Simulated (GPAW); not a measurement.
# NbSi2P4 monolayer: work function by functional and basis

How far do functional and basis move the work function of NbSi2P4 monolayer?

Main program and level: GPAW 26.7.0; GPAW, PAW setups; layer in a repeated cell with vacuum, relaxation of atoms and in-plane cell, in the first sound run; inputs show where later runs differ.

## Step 1: The starting structure

The cell holds 7 atoms: 4 P, 2 Si and 1 Nb. Its edges and angles: a = 3.480 Å, b = 3.480 Å, c = 26.571 Å, α = 90.0°, β = 90.0°, γ = 120.0°. Vacuum lies along c.

## Step 2: Relaxation

The atoms are relaxed first, since the surface dipole, and with it the work function, follows the positions of the outer layers.

run.py reads:

```python
import json
import numpy as np
from ase import Atoms
from ase.filters import FrechetCellFilter
from ase.optimize import BFGS
from gpaw import GPAW, PW

slab = Atoms(
    ['P', 'Si', 'P', 'Nb', 'P', 'Si', 'P'],
    positions=[
        [0.00000, 0.00000, 9.00000],
        [-0.00000, 2.00918, 9.64444],
        [-0.00000, 2.00918, 11.75444],
        [0.00000, 0.00000, 13.28541],
        [-0.00000, 2.00918, 14.81638],
        [-0.00000, 2.00918, 16.92638],
        [0.00000, 0.00000, 17.57082]],
    cell=[[3.48, 0.0, 0.0], [-1.74, 3.01377, 0.0], [0.0, 0.0, 26.5708]],
    pbc=[True, True, True],
    magmoms=[0.0, 0.0, 0.0, 1.0, 0.0, 0.0, 0.0])

slab.calc = GPAW(mode=PW(600), xc='PBE', kpts={'size': (9, 9, 1), 'gamma': True},
                 occupations={'name': 'fermi-dirac', 'width': 0.05}, nbands='200%',
                 convergence={'density': 1e-05}, maxiter=200,
                 symmetry={'tolerance': 1e-3}, txt='slab.txt')
result = {}
# The in-plane cell is free; stress needs a cell that repeats along all three vectors
path = []
opt = BFGS(FrechetCellFilter(slab, mask=[1, 1, 0, 0, 0, 1]), maxstep=0.2)
opt.attach(lambda: path.append((slab.get_potential_energy(), slab.positions.tolist(), slab.get_forces().tolist())))
result['relaxed'] = bool(opt.run(fmax=0.02, steps=45))
result['path'] = path
result['cell'] = slab.cell.tolist()
print('in-plane lattice', slab.cell.cellpar().round(4)[[0, 1, 5]])
energy = slab.get_potential_energy()
fermi = slab.calc.get_fermi_level()
v = slab.calc.get_electrostatic_potential().mean((0, 1)) - fermi
n = slab.calc.get_pseudo_density().mean((0, 1))
L = slab.cell[2, 2]
z = np.arange(len(v)) * L / len(v)
low, high = slab.positions[:, 2].min(), slab.positions[:, 2].max()
below, above = np.interp([low - 6.8, high + 6.8], z, v)
slopes = [np.interp(x, z, np.gradient(v, z)) for x in (low - 6.8, high + 6.8)]
eps = np.array([[slab.calc.get_eigenvalues(k, s) for k in range(len(slab.calc.get_ibz_k_points()))]
                for s in range(slab.calc.get_number_of_spins())]) - fermi
top, bottom = eps[eps < 0].max(), eps[eps > 0].min()
dipole = slab.get_dipole_moment()[2]
print(f'energy {energy:.4f} eV, Fermi level {fermi:.4f} eV, dipole {dipole:.5f} e A')
print(f'potential 6.8 A off the faces, from the Fermi level: lower {below:.4f} eV, upper {above:.4f} eV')
print(f'slope of the potential there: lower {slopes[0]:.5f}, upper {slopes[1]:.5f} eV/A')
print(f'nearest levels on the mesh: {top:.4f} and {bottom:.4f} eV')
print('magnetic moment', round(slab.get_magnetic_moment(), 3))
result.update(energy=energy, fermi=fermi, dipole=dipole, below=below, above=above, slopes=slopes, edges=[top, bottom],
              z=z.tolist(), v=v.tolist(), n=n.tolist(), positions=slab.positions.tolist(),
              forces=slab.get_forces(apply_constraint=False).tolist(), moments=slab.get_magnetic_moments().tolist())
json.dump(result, open('result.json', 'w'))
```

Command:

```bash
OMP_NUM_THREADS=1 OPENBLAS_NUM_THREADS=1 python run.py
```

The program printed:

```text
Step          Energy          fmax
BFGS:    0      -42.959228        3.701758
BFGS:    1      -43.583723        3.160240
BFGS:    2      -44.639012        0.695050
BFGS:    3      -44.670490        0.700133
BFGS:    4      -44.851558        0.305180
BFGS:    5      -44.864491        0.258396
BFGS:    6      -44.868610        0.264874
BFGS:    7      -44.875286        0.245055
BFGS:    8      -44.886493        0.216108
BFGS:    9      -44.897563        0.187191
BFGS:   10      -44.902491        0.077343
BFGS:   11      -44.903205        0.011453
in-plane lattice [  3.5298   3.5298 120.    ]
energy -44.8903 eV, Fermi level -0.0086 eV, dipole 0.00038 e A
potential 6.8 A off the faces, from the Fermi level: lower 5.4709 eV, upper 5.4701 eV
slope of the potential there: lower 0.00027, upper 0.00020 eV/A
nearest levels on the mesh: -0.0790 and 0.0009 eV
magnetic moment -0.0
```

It took 30 min on 1 thread of Intel Xeon Platinum 8488C (Sapphire Rapids), shared host; peak memory 0.77 GiB.

Numbers from this step:

```
dipole along the normal                    : 3.78e-4 e·Å
levels nearest the Fermi level on the mesh : -0.07900, 9.45e-4 eV from the Fermi level
sum of the site moments                    : 0 μB
```

The electrostatic potential energy of an electron (without an applied field's), less the Fermi level, planar mean oscillates, so the rows of the table below give means over windows of 1.66 Å about each position, cut where the curve ends. Its maxima inside the range that stand out by 2 % of the span (Å: eV): 9.1: -10.9, 10.7: 2.05, 12.5: -5.45, 14.1: -5.45, 15.9: 2.05, 17.5: -10.9. Its minima: 8.6: -14.1, 9.5: -12.4, 11.8: -11.9, 13.3: -17.6, 14.8: -11.9, 17.1: -12.4, 18.0: -14.1.

Table of electrostatic potential energy of an electron (without an applied field's), less the Fermi level, planar mean by z; means over each step:

z (Å), electrostatic potential energy of an electron (without an applied field's), less the Fermi level, planar mean (eV) and a bar from the least value:
```
     0.83        5.5 ##############################
     2.49        5.5 ##############################
     4.15        5.5 ##############################
     5.81        5.4 ##############################
     7.47        1.4 #######################
     9.13      -11.5 
    10.79       -1.5 ##################
    12.45      -10.2 ##
    14.11      -10.2 ##
    15.77       -1.4 ##################
    17.43      -11.5 
    19.09        1.3 #######################
    20.75        5.4 ##############################
    22.41        5.5 ##############################
    24.07        5.5 ##############################
    25.73        5.5 ##############################
```

Pseudo valence density, planar mean against z:

```
z (Å)  pseudo valence density, planar mean (e/Å³)
    5                                      7.1e-5
    6                                     0.00134
    7                                      0.0249
    8                                       0.241
    9                                       0.411
   10                                       0.183
   11                                       0.187
   12                                       0.326
   13                                       0.844
   14                                       0.438
   15                                       0.263
   16                                       0.146
   17                                       0.242
   18                                       0.316
   19                                       0.114
   20                                     0.00724
   21                                      3.8e-4
   22                                      2.0e-5
```

The relaxation lowered the energy of the cell by 1.94 eV (energies extrapolated to zero smearing; the optimiser's log prints free energies). The largest force left on a free atom is 0.011 eV/Å.

## Step 3: The slab's potential

The work function is the vacuum plateau of the electrostatic potential less the Fermi level; a dipole layer lets the two faces have plateaus of their own.

This step: GPAW, PAW setups; slab in vacuum (GPAW 26.7.0).

The cell differs from the one that the last finished run ended in (c 26.571 → 27.517 Å).

run.py, as its differences from that of step 2:

```diff
@@ -3,4 +3,2 @@
 from ase import Atoms
-from ase.filters import FrechetCellFilter
-from ase.optimize import BFGS
 from gpaw import GPAW, PW
@@ -11,25 +9,18 @@
         [0.00000, 0.00000, 9.00000],
-        [-0.00000, 2.00918, 9.64444],
-        [-0.00000, 2.00918, 11.75444],
-        [0.00000, 0.00000, 13.28541],
-        [-0.00000, 2.00918, 14.81638],
-        [-0.00000, 2.00918, 16.92638],
-        [0.00000, 0.00000, 17.57082]],
-    cell=[[3.48, 0.0, 0.0], [-1.74, 3.01377, 0.0], [0.0, 0.0, 26.5708]],
-    pbc=[True, True, True],
+        [-0.00000, 2.03793, 10.00908],
+        [0.00000, 2.03793, 12.27409],
+        [0.00000, -0.00000, 13.75855],
+        [0.00000, 2.03793, 15.24301],
+        [-0.00000, 2.03793, 17.50803],
+        [-0.00000, -0.00000, 18.51711]],
+    cell=[[3.52979, -0.0, 0.0], [-1.7649, 3.05689, 0.0], [0.0, 0.0, 27.5171]],
+    pbc=[True, True, False],
     magmoms=[0.0, 0.0, 0.0, 1.0, 0.0, 0.0, 0.0])
 
-slab.calc = GPAW(mode=PW(600), xc='PBE', kpts={'size': (9, 9, 1), 'gamma': True},
+slab.calc = GPAW(mode=PW(400), xc='PBE', kpts={'size': (9, 9, 1), 'gamma': True},
                  occupations={'name': 'fermi-dirac', 'width': 0.05}, nbands='200%',
                  convergence={'density': 1e-05}, maxiter=200,
+                 poissonsolver={'dipolelayer': 'xy'},
                  symmetry={'tolerance': 1e-3}, txt='slab.txt')
 result = {}
-# The in-plane cell is free; stress needs a cell that repeats along all three vectors
-path = []
-opt = BFGS(FrechetCellFilter(slab, mask=[1, 1, 0, 0, 0, 1]), maxstep=0.2)
-opt.attach(lambda: path.append((slab.get_potential_energy(), slab.positions.tolist(), slab.get_forces().tolist())))
-result['relaxed'] = bool(opt.run(fmax=0.02, steps=45))
-result['path'] = path
-result['cell'] = slab.cell.tolist()
-print('in-plane lattice', slab.cell.cellpar().round(4)[[0, 1, 5]])
 energy = slab.get_potential_energy()
```

The program printed:

```text
energy -44.8709 eV, Fermi level -0.1965 eV, dipole 0.00009 e A
potential 6.8 A off the faces, from the Fermi level: lower 5.4716 eV, upper 5.4699 eV
slope of the potential there: lower 0.00004, upper -0.00004 eV/A
nearest levels on the mesh: -0.0789 and 0.0008 eV
magnetic moment 0.0
```

It took 3.1 min on 1 thread; peak memory 0.34 GiB.

This step gave:

* dipole along the normal: 9.16e-5 e·Å
* levels nearest the Fermi level on the mesh: -0.07894, 8.49e-4 eV from the Fermi level
* upper work function: 5.470 eV
* lower work function: 5.472 eV

The electrostatic potential energy of an electron (without an applied field's), less the Fermi level, planar mean oscillates, so the rows of the table below give means over windows of 1.72 Å about each position, cut where the curve ends. Its maxima inside the range that stand out by 2 % of the span (Å: eV): 9.6: -10.8, 11.2: 2.04, 12.9: -5.45, 14.6: -5.45, 16.3: 2.04, 18.0: -10.8. Its minima: 9.0: -14.2, 9.9: -12.3, 12.3: -11.9, 13.8: -17.6, 15.3: -11.9, 17.6: -12.3, 18.5: -14.2.

Electrostatic potential energy of an electron (without an applied field's), less the Fermi level, planar mean against z; means over each step:

```csv
z (Å),"electrostatic potential energy of an electron (without an applied field's), less the Fermi level, planar mean (eV)"
0.86,5.47
2.58,5.47
4.30,5.47
6.02,5.45
7.74,2.91
9.46,-11.5
11.18,-1.53
12.90,-10.2
14.62,-10.2
16.34,-1.53
18.06,-11.5
19.78,2.93
21.50,5.45
23.22,5.47
24.94,5.47
26.66,5.47
```

The pseudo valence density, planar mean by z:

| z (Å) | pseudo valence density, planar mean (e/Å³) |
| --- | --- |
| 5 | 1.8e-5 |
| 6 | 3.3e-4 |
| 7 | 0.00648 |
| 8 | 0.103 |
| 9 | 0.304 |
| 10 | 0.257 |
| 11 | 0.146 |
| 12 | 0.262 |
| 13 | 0.429 |
| 14 | 0.914 |
| 15 | 0.337 |
| 16 | 0.196 |
| 17 | 0.179 |
| 18 | 0.405 |
| 19 | 0.249 |
| 20 | 0.0280 |
| 21 | 0.00157 |
| 22 | 8.2e-5 |

The potential is flat to 4.3e-5 eV/Å where it is read, so the vacuum is wide enough.

## Step 4: Self-consistent run: xc = "LDA"

The same geometry under LDA, to see how far the functional moves the levels against the vacuum.

run.py, as its differences from that of step 3:

```diff
@@ -19,3 +19,3 @@
 
-slab.calc = GPAW(mode=PW(400), xc='PBE', kpts={'size': (9, 9, 1), 'gamma': True},
+slab.calc = GPAW(mode=PW(400), xc='LDA', kpts={'size': (9, 9, 1), 'gamma': True},
                  occupations={'name': 'fermi-dirac', 'width': 0.05}, nbands='200%',
```

The program printed:

```text
energy -49.4879 eV, Fermi level -0.4176 eV, dipole 0.00009 e A
potential 6.8 A off the faces, from the Fermi level: lower 5.6866 eV, upper 5.6850 eV
slope of the potential there: lower 0.00004, upper -0.00004 eV/A
nearest levels on the mesh: -0.0763 and 0.0078 eV
magnetic moment -0.0
```

The job ended after 2.4 min (1 thread; peak memory 0.32 GiB).

This step gave:

| Property | Result |
| --- | --- |
| dipole along the normal | 9.17e-5 e·Å |
| levels nearest the Fermi level on the mesh | -0.07631, 0.007786 eV from the Fermi level |
| upper work function | 5.685 eV |
| lower work function | 5.687 eV |

The electrostatic potential energy of an electron (without an applied field's), less the Fermi level, planar mean oscillates, so the rows of the table below give means over windows of 1.72 Å about each position, cut where the curve ends. Its maxima inside the range that stand out by 2 % of the span (Å: eV): 9.6: -10.6, 11.2: 2.27, 12.9: -5.19, 14.6: -5.19, 16.3: 2.27, 18.0: -10.6. Its minima: 9.0: -13.9, 9.9: -12.1, 12.3: -11.6, 13.8: -17.4, 15.3: -11.6, 17.6: -12.1, 18.5: -13.9.

Table of electrostatic potential energy of an electron (without an applied field's), less the Fermi level, planar mean by z; means over each step:

```csv
z (Å),"electrostatic potential energy of an electron (without an applied field's), less the Fermi level, planar mean (eV)"
0.86,5.69
2.58,5.69
4.30,5.69
6.02,5.67
7.74,3.11
9.46,-11.3
11.18,-1.29
12.90,-9.94
14.62,-9.92
16.34,-1.29
18.06,-11.3
19.78,3.12
21.50,5.67
23.22,5.69
24.94,5.69
26.66,5.69
```

The pseudo valence density, planar mean by z:

| z (Å) | pseudo valence density, planar mean (e/Å³) |
| --- | --- |
| 5 | 1.7e-5 |
| 6 | 3.3e-4 |
| 7 | 0.00666 |
| 8 | 0.103 |
| 9 | 0.305 |
| 10 | 0.256 |
| 11 | 0.146 |
| 12 | 0.262 |
| 13 | 0.429 |
| 14 | 0.914 |
| 15 | 0.337 |
| 16 | 0.195 |
| 17 | 0.180 |
| 18 | 0.405 |
| 19 | 0.249 |
| 20 | 0.0283 |
| 21 | 0.00160 |
| 22 | 8.0e-5 |

Force by atom:

```csv
atom,x (eV/Å),y (eV/Å),z (eV/Å),size
P1,0.000,0.000,0.270,0.270
Si2,0.000,0.000,0.016,0.016
P3,0.000,0.000,0.261,0.261
Nb4,0.000,0.000,0.000,0.000
P5,0.000,0.000,-0.261,0.261
Si6,0.000,0.000,-0.016,0.016
P7,0.000,0.000,-0.270,0.270
```

The upper face's work function is 5.685 eV, against 5.470 eV in the first plane-wave PBE run at this geometry.

## Step 5: Self-consistent run: xc = "revPBE"

The same geometry under revPBE, to see how far the functional moves the levels against the vacuum.

run.py, as its differences from that of step 4:

```diff
@@ -19,3 +19,3 @@
 
-slab.calc = GPAW(mode=PW(400), xc='LDA', kpts={'size': (9, 9, 1), 'gamma': True},
+slab.calc = GPAW(mode=PW(400), xc='revPBE', kpts={'size': (9, 9, 1), 'gamma': True},
                  occupations={'name': 'fermi-dirac', 'width': 0.05}, nbands='200%',
```

The program printed:

```text
energy -42.8103 eV, Fermi level -0.1184 eV, dipole 0.00009 e A
potential 6.8 A off the faces, from the Fermi level: lower 5.3858 eV, upper 5.3841 eV
slope of the potential there: lower 0.00004, upper -0.00004 eV/A
nearest levels on the mesh: -0.0791 and 0.0008 eV
magnetic moment 0.001
```

Wall time 3.4 min (1 thread); peak memory 0.34 GiB.

Numbers from this step:

| Property | Result |
| --- | --- |
| levels nearest the Fermi level on the mesh | -0.07907, 7.61e-4 eV from the Fermi level |
| upper work function | 5.384 eV |
| lower work function | 5.386 eV |

The upper face's work function is 5.384 eV, against 5.470 eV in the first plane-wave PBE run at this geometry.

## Step 6: Self-consistent run: xc = "vdW-DF2"

The same geometry under vdW-DF2, to see how far the functional moves the levels against the vacuum (the van der Waals functionals take revPBE setups).

run.py, as its differences from that of step 5:

```diff
@@ -19,3 +19,3 @@
 
-slab.calc = GPAW(mode=PW(400), xc='revPBE', kpts={'size': (9, 9, 1), 'gamma': True},
+slab.calc = GPAW(mode=PW(400), xc='vdW-DF2', kpts={'size': (9, 9, 1), 'gamma': True},
                  occupations={'name': 'fermi-dirac', 'width': 0.05}, nbands='200%',
```

The program printed:

```text
energy -272.9765 eV, Fermi level -0.3213 eV, dipole 0.00009 e A
potential 6.8 A off the faces, from the Fermi level: lower 5.7692 eV, upper 5.7675 eV
slope of the potential there: lower 0.00004, upper -0.00004 eV/A
nearest levels on the mesh: -0.0200 and 0.0371 eV
magnetic moment 0.001
```

Elapsed: 4.4 min, on 1 thread; peak memory 0.57 GiB.

This step gave:

- dipole along the normal: 9.18e-5 e·Å
- levels nearest the Fermi level on the mesh: -0.02002, 0.03713 eV from the Fermi level
- upper work function: 5.768 eV
- lower work function: 5.769 eV

The upper face's work function is 5.768 eV, against 5.470 eV in the first plane-wave PBE run at this geometry.

## Step 7: OptPBE vdW: xc = "optPBE-vdW"

The same geometry under optPBE-vdW, to see how far the functional moves the levels against the vacuum (the van der Waals functionals take revPBE setups).

run.py, as its differences from that of step 6:

```diff
@@ -19,3 +19,3 @@
 
-slab.calc = GPAW(mode=PW(400), xc='vdW-DF2', kpts={'size': (9, 9, 1), 'gamma': True},
+slab.calc = GPAW(mode=PW(400), xc='optPBE-vdW', kpts={'size': (9, 9, 1), 'gamma': True},
                  occupations={'name': 'fermi-dirac', 'width': 0.05}, nbands='200%',
```

The program printed:

```text
energy -90.1357 eV, Fermi level -0.3029 eV, dipole 0.00009 e A
potential 6.8 A off the faces, from the Fermi level: lower 5.6692 eV, upper 5.6676 eV
slope of the potential there: lower 0.00004, upper -0.00004 eV/A
nearest levels on the mesh: -0.0038 and 0.0241 eV
magnetic moment 0.0
```

Wall time 3.2 min (1 thread); peak memory 0.58 GiB.

This step gave:

```yaml
dipole_along_the_normal: 9.16e-5 e·Å
levels_nearest_the_fermi_level_on_the_mesh: -0.003773, 0.02411 eV from the Fermi level
upper_work_function: 5.668 eV
lower_work_function: 5.669 eV
```

The electrostatic potential energy of an electron (without an applied field's), less the Fermi level, planar mean oscillates, so the rows of the table below give means over windows of 1.72 Å about each position, cut where the curve ends. Its maxima inside the range that stand out by 2 % of the span (Å: eV): 9.6: -10.8, 11.2: 1.99, 12.9: -5.45, 14.6: -5.45, 16.3: 1.99, 18.0: -10.8. Its minima: 9.0: -14.1, 9.9: -12.3, 12.3: -11.9, 13.8: -17.7, 15.3: -11.9, 17.6: -12.3, 18.5: -14.1.

The electrostatic potential energy of an electron (without an applied field's), less the Fermi level, planar mean by z; means over each step:

```
z (Å)  electrostatic potential energy of an electron (without an applied field's), less the Fermi level, planar mean (eV)
 0.86                                                                                                                5.67
 2.58                                                                                                                5.67
 4.30                                                                                                                5.67
 6.02                                                                                                                5.65
 7.74                                                                                                                3.02
 9.46                                                                                                               -11.5
11.18                                                                                                               -1.57
12.90                                                                                                               -10.2
14.62                                                                                                               -10.2
16.34                                                                                                               -1.57
18.06                                                                                                               -11.5
19.78                                                                                                                3.03
21.50                                                                                                                5.64
23.22                                                                                                                5.67
24.94                                                                                                                5.67
26.66                                                                                                                5.67
```

The upper face's work function is 5.668 eV, against 5.470 eV in the first plane-wave PBE run at this geometry.

(Continued in part 2 of 2.)

[Logs are printed without paths, hosts, clocks, repeated set-up lines and the standing remarks that a program may print on its own settings, such as how far it seeks lower states.]

[Hosts, paths, dates, database ids (printed as entryN), source tags and the programs' standing remarks are cut or masked in the printed files.]
